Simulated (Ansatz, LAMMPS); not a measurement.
**Glassy 65SiO2-8Al2O3-28SrO (mol %) (115 atoms), the frame at 98 fs of a trajectory (instantaneous temperature 371 K)**

Calculated values (Ansatz 0.2.0, Kohn-Sham DFT, PBE, PAW (set soft_2), plane waves; cutoff 420 eV, Γ point, gaussian smearing of 0.025 eV; density 3.07 g/cm³) for the frame at 98 fs of a trajectory (instantaneous temperature 371 K).

Cell vectors (Å):

```
11.766 0.000 0.000
0.000 11.766 0.000
0.000 0.000 11.766
```

Positions (Å):

```
1 Si 4.470 9.999 3.782
2 Si 0.141 8.434 10.752
3 Si 4.317 2.988 2.995
4 Si 6.327 5.087 6.454
5 Si 1.797 6.040 0.368
6 Si 9.106 4.709 5.419
7 Si 1.252 9.852 3.373
8 Si 10.790 7.176 6.321
9 Si 8.364 6.885 3.158
10 Si 3.253 1.613 5.457
11 Si 9.027 7.448 10.372
12 Si 0.148 0.905 10.425
13 Si 6.667 8.080 5.248
14 Si 3.219 11.337 10.099
15 Si 3.350 5.953 3.207
16 Si 8.554 11.384 2.783
17 Si 5.660 6.568 1.580
18 Si 0.883 11.376 5.893
19 Si 7.230 8.921 8.378
20 Si 3.681 3.990 7.086
21 Si 1.746 9.373 8.147
22 Si 11.243 7.215 3.120
23 Si 11.745 4.195 2.016
24 Si 6.087 4.224 11.483
25 Si 7.981 9.857 0.416
26 Si 8.053 2.098 8.505
27 Al 9.122 11.478 9.793
28 Al 4.973 2.153 9.073
29 Al 2.257 6.837 6.333
30 Al 4.954 9.493 0.537
31 Al 7.727 5.109 9.251
32 Al 11.204 10.889 0.986
33 Sr 6.543 1.346 5.144
34 Sr 9.540 10.700 6.339
35 Sr 6.238 1.103 0.270
36 Sr 2.159 1.253 1.716
37 Sr 11.181 2.564 7.324
38 Sr 10.873 1.678 3.712
39 Sr 4.726 10.503 7.071
40 Sr 9.720 3.453 11.069
41 Sr 7.895 3.452 2.538
42 Sr 2.528 3.475 10.621
43 Sr 4.668 6.795 9.605
44 O 9.942 3.437 5.080
45 O 5.823 3.077 3.535
46 O 9.772 7.338 2.334
47 O 1.868 0.566 10.374
48 O 4.486 0.524 9.675
49 O 6.637 5.647 7.946
50 O 0.006 0.695 0.263
51 O 7.962 8.021 4.277
52 O 0.741 7.200 11.702
53 O 5.074 3.009 10.771
54 O 8.985 5.761 10.337
55 O 4.894 11.264 4.660
56 O 8.656 3.655 8.819
57 O 0.495 8.454 2.817
58 O 10.947 11.627 9.589
59 O 7.769 1.041 2.237
60 O 10.063 11.440 2.202
61 O 8.177 10.262 8.718
62 O 2.814 9.732 3.784
63 O 8.838 1.449 7.225
64 O 3.721 3.324 8.589
65 O 1.143 8.657 9.458
66 O 5.481 5.081 0.956
67 O 8.674 5.457 3.920
68 O 9.074 10.880 11.502
69 O 3.440 4.339 3.231
70 O 0.519 6.627 6.744
71 O 11.560 0.763 5.952
72 O 0.382 10.251 4.745
73 O 6.507 10.349 11.660
74 O 0.869 4.572 0.477
75 O 6.428 5.337 10.380
76 O 0.780 2.976 2.765
77 O 6.460 2.348 8.202
78 O 0.924 10.639 7.356
79 O 7.337 3.293 0.203
80 O 5.111 7.697 0.503
81 O 5.674 8.844 8.861
82 O 4.166 2.345 1.482
83 O 8.309 1.254 9.920
84 O 10.964 7.397 4.695
85 O 10.175 3.680 1.660
86 O 10.225 8.432 7.071
87 O 2.633 8.463 7.127
88 O 5.037 4.093 6.142
89 O 3.220 5.582 7.353
90 O 2.309 6.296 1.940
91 O 3.330 1.877 3.844
92 O 0.068 2.461 9.835
93 O 8.416 8.308 11.748
94 O 6.104 6.475 5.462
95 O 11.630 5.610 2.780
96 O 7.568 4.183 5.947
97 O 7.145 8.823 6.681
98 O 7.252 6.477 1.994
99 O 2.496 3.023 6.192
100 O 4.859 9.919 2.185
101 O 2.732 6.626 4.570
102 O 2.251 0.382 5.556
103 O 9.783 5.775 6.499
104 O 0.929 11.018 2.206
105 O 8.060 9.876 2.028
106 O 2.965 10.326 8.795
107 O 11.735 9.739 11.652
108 O 10.502 8.046 10.096
109 O 5.424 8.844 4.535
110 O 3.629 10.397 11.404
111 O 2.912 5.853 11.016
112 O 4.464 1.260 6.508
113 O 8.076 7.703 9.064
114 O 8.456 11.495 4.447
115 O 4.775 6.736 2.895
```

Q: Give the force on every atom.

Columns: atom, fx, fy, fz (forces in eV/Å).

```
1 0.878 -0.415 -1.712
2 0.892 -0.320 0.892
3 0.042 -0.215 -0.748
4 -0.373 2.189 -1.219
5 -0.604 0.219 1.872
6 -1.224 2.207 0.018
7 -1.519 -0.537 -1.289
8 0.913 -1.070 -0.041
9 1.544 0.282 -1.144
10 0.186 1.416 2.148
11 -0.613 0.332 1.202
12 1.107 -0.570 -0.725
13 -1.419 -1.903 0.780
14 -0.407 -0.970 0.842
15 -1.625 1.485 0.659
16 -1.667 0.332 -0.357
17 0.009 1.059 -1.004
18 0.089 -0.926 0.060
19 0.227 0.271 0.644
20 -2.558 0.780 -1.502
21 0.239 1.293 -0.295
22 -0.467 -1.087 0.356
23 -0.450 -0.498 -1.243
24 -0.568 -2.165 -0.245
25 0.599 -0.903 -1.345
26 0.026 0.892 -1.032
27 0.567 -2.175 0.713
28 -0.083 0.225 0.567
29 -0.367 -0.961 -0.430
30 0.270 0.612 -0.757
31 0.393 0.979 -1.370
32 0.524 1.619 0.751
33 0.143 0.173 -0.049
34 0.323 -0.908 0.807
35 -0.158 -0.478 0.367
36 -0.795 -0.750 -0.136
37 -0.445 0.698 0.083
38 -0.439 -0.390 -0.121
39 -0.348 -0.070 -0.141
40 0.571 0.044 0.503
41 0.275 0.644 -0.205
42 -0.429 -0.008 0.331
43 -0.383 0.291 -0.301
44 0.885 -1.441 -0.096
45 -0.421 -0.566 0.313
46 -0.738 0.003 1.057
47 0.864 -0.301 -0.524
48 0.135 0.790 -0.399
49 -0.427 -0.569 -0.578
50 -0.903 0.848 -0.062
51 0.067 -0.171 -0.450
52 -0.508 0.785 -0.619
53 0.615 0.787 -0.277
54 0.752 1.542 0.575
55 -0.020 0.273 -0.133
56 -0.260 -0.990 0.052
57 0.716 0.604 -0.322
58 -0.886 1.032 -0.264
59 0.508 -1.740 0.619
60 0.739 0.274 0.903
61 -0.018 0.968 -0.288
62 0.305 -0.102 0.258
63 -0.194 -0.260 1.025
64 0.524 -0.233 -0.895
65 -0.229 -0.054 -0.203
66 -0.764 -0.974 -0.167
67 0.140 -0.305 1.009
68 0.051 0.186 -0.407
69 0.482 0.297 0.025
70 0.893 0.072 0.002
71 -1.402 0.114 -0.284
72 0.887 0.929 0.579
73 -1.000 -0.798 0.551
74 -0.232 0.111 1.064
75 -0.577 -0.388 0.431
76 -0.430 0.667 -0.807
77 0.217 -0.750 0.468
78 0.168 -1.510 0.230
79 0.130 0.725 -0.160
80 0.757 0.227 -0.467
81 0.869 0.735 -0.721
82 0.482 0.345 0.265
83 -0.220 0.547 -0.448
84 -0.556 -0.232 -0.144
85 1.752 0.024 0.143
86 -0.209 0.733 -0.353
87 -0.209 -0.490 -0.286
88 -0.003 0.146 1.246
89 -0.291 -0.406 -0.458
90 0.591 -0.011 -1.073
91 1.036 0.165 0.497
92 -0.095 -0.830 0.399
93 0.099 -1.054 -1.886
94 0.943 0.341 1.121
95 0.296 1.642 0.646
96 1.667 -0.065 -0.671
97 -0.259 0.328 -0.566
98 0.516 0.817 0.847
99 1.884 0.156 0.384
100 -0.366 0.793 1.445
101 -0.033 -0.370 0.819
102 -0.737 -1.667 -0.126
103 -0.462 -0.390 -0.829
104 0.257 -1.366 1.271
105 -0.045 1.881 1.606
106 0.265 0.803 0.570
107 0.391 -1.036 -0.421
108 -0.735 -0.850 -0.108
109 -0.143 -0.315 0.950
110 0.232 0.538 -0.473
111 0.227 -0.860 -0.439
112 0.053 0.460 -0.254
113 -0.255 -0.358 0.068
114 0.079 -0.170 -1.605
115 -0.718 -0.788 0.639
```

The quench rate of 20 K/ps is many orders above laboratory rates, so the cell is likely richer in defects and strain than a real sample. The network of bonds at the start is that of the classical potential that made the cell. Only the Γ point is sampled, in a cell whose shortest periodic width is 12 Å.

The r.m.s. force component is 0.791 eV/Å; the longest force, 3.07 eV/Å, acts on Si20. The energy lies 39.4 meV/atom below that of the first step of this run.

[Logs are printed without paths, hosts, clocks, repeated set-up lines and the standing remarks that a program may print on its own settings, such as how far it seeks lower states.]

[Hosts, paths, dates, database ids (printed as entryN), source tags and the programs' standing remarks are cut or masked in the printed files.]
